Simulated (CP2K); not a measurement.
Consider 3-methylthiophene at its PBE geometry (Å).

```xyz
12

C    -1.7294   -0.2209    0.0701
C    -0.2628    0.1019   -0.0008
C     0.7775   -0.8778    0.0586
C     2.0381   -0.3351   -0.0280
S     1.9742    1.3748   -0.1821
C     0.2551    1.3739   -0.1308
H    -2.3422    0.6833   -0.0295
H    -2.0223   -0.9168   -0.7295
H    -1.9871   -0.6995    1.0263
H     0.5951   -1.9466    0.1596
H     2.9954   -0.8469   -0.0128
H    -0.2916    2.3097   -0.2011
```

Method: CP2K XAS_TDP, all-electron GAPW, PBEh(45%), aug-cc-pVDZ, TDA, GW2X-corrected core level, no relativity.

**Question.** Where do the C K-edge lines lie, and how strong are they?

Leading lines: C1 290.70 eV, C2 287.37 eV, C3 287.37 eV, C4 287.09 eV and C6 287.16 eV. The leading line of an atom is its first one with 35 % of the strongest within 2.5 eV of its lowest line over the strength cut. Core ionisation energies at this level: C3 291.72, C4 291.92, C6 291.77, C1 292.19 and C2 291.65 eV.

The first six lines of each atom with a strength over 0.0015:

| atom | energy (eV) | states | strength, one atom | above the computed threshold |
| --- | --- | --- | --- | --- |
| C1 (bonded to C and 3 H) | 290.15 | 1 | 0.0046 |  |
|  | 290.70 | 1 | 0.0163 |  |
|  | 290.87 | 1 | 0.0204 |  |
|  | 291.71 | 1 | 0.0035 |  |
|  | 291.91 | 2 | 0.0026 |  |
|  | 292.44 | 1 | 0.0102 | yes |
| C2 (bonded to 3 C) | 287.37 | 1 | 0.0489 |  |
|  | 289.50 | 1 | 0.0076 |  |
|  | 290.65 | 1 | 0.0031 |  |
|  | 290.90 | 1 | 0.0040 |  |
|  | 291.34 | 1 | 0.0016 |  |
|  | 291.61 | 1 | 0.0029 |  |
| C3 (bonded to 2 C and H) | 287.37 | 1 | 0.0439 |  |
|  | 289.81 | 1 | 0.0078 |  |
|  | 289.91 | 1 | 0.0094 |  |
|  | 290.56 | 1 | 0.0023 |  |
|  | 290.81 | 1 | 0.0045 |  |
|  | 291.24 | 1 | 0.0037 |  |
| C4 (bonded to C, S and H) | 287.09 | 1 | 0.0494 |  |
|  | 289.66 | 1 | 0.0290 |  |
|  | 290.12 | 1 | 0.0133 |  |
|  | 290.89 | 1 | 0.0053 |  |
|  | 291.74 | 1 | 0.0032 |  |
|  | 292.37 | 1 | 0.0019 | yes |
| C6 (bonded to C, S and H) | 287.16 | 1 | 0.0469 |  |
|  | 289.49 | 1 | 0.0278 |  |
|  | 290.04 | 1 | 0.0165 |  |
|  | 290.77 | 1 | 0.0031 |  |
|  | 291.23 | 1 | 0.0038 |  |
|  | 291.48 | 1 | 0.0033 |  |

Lines are vertical, at one geometry, with no vibrational structure. GW2X ionisation energies and lines can be off by 1 to 2 eV either way, and a good line position may hide errors that cancel. These values hold no scalar relativity, about 0.1 eV for C 1s. Rydberg lines, and the discretised continuum above threshold, depend on the basis and the box.

[Banner, clock and machine lines of the logs are left out without a mark of their own.]

[Logs are printed without paths, hosts, clocks, repeated set-up lines and the standing remarks that a program may print on its own settings, such as how far it seeks lower states.]

[Hosts, paths, dates, database ids (printed as entryN), source tags and the programs' standing remarks are cut or masked in the printed files.]
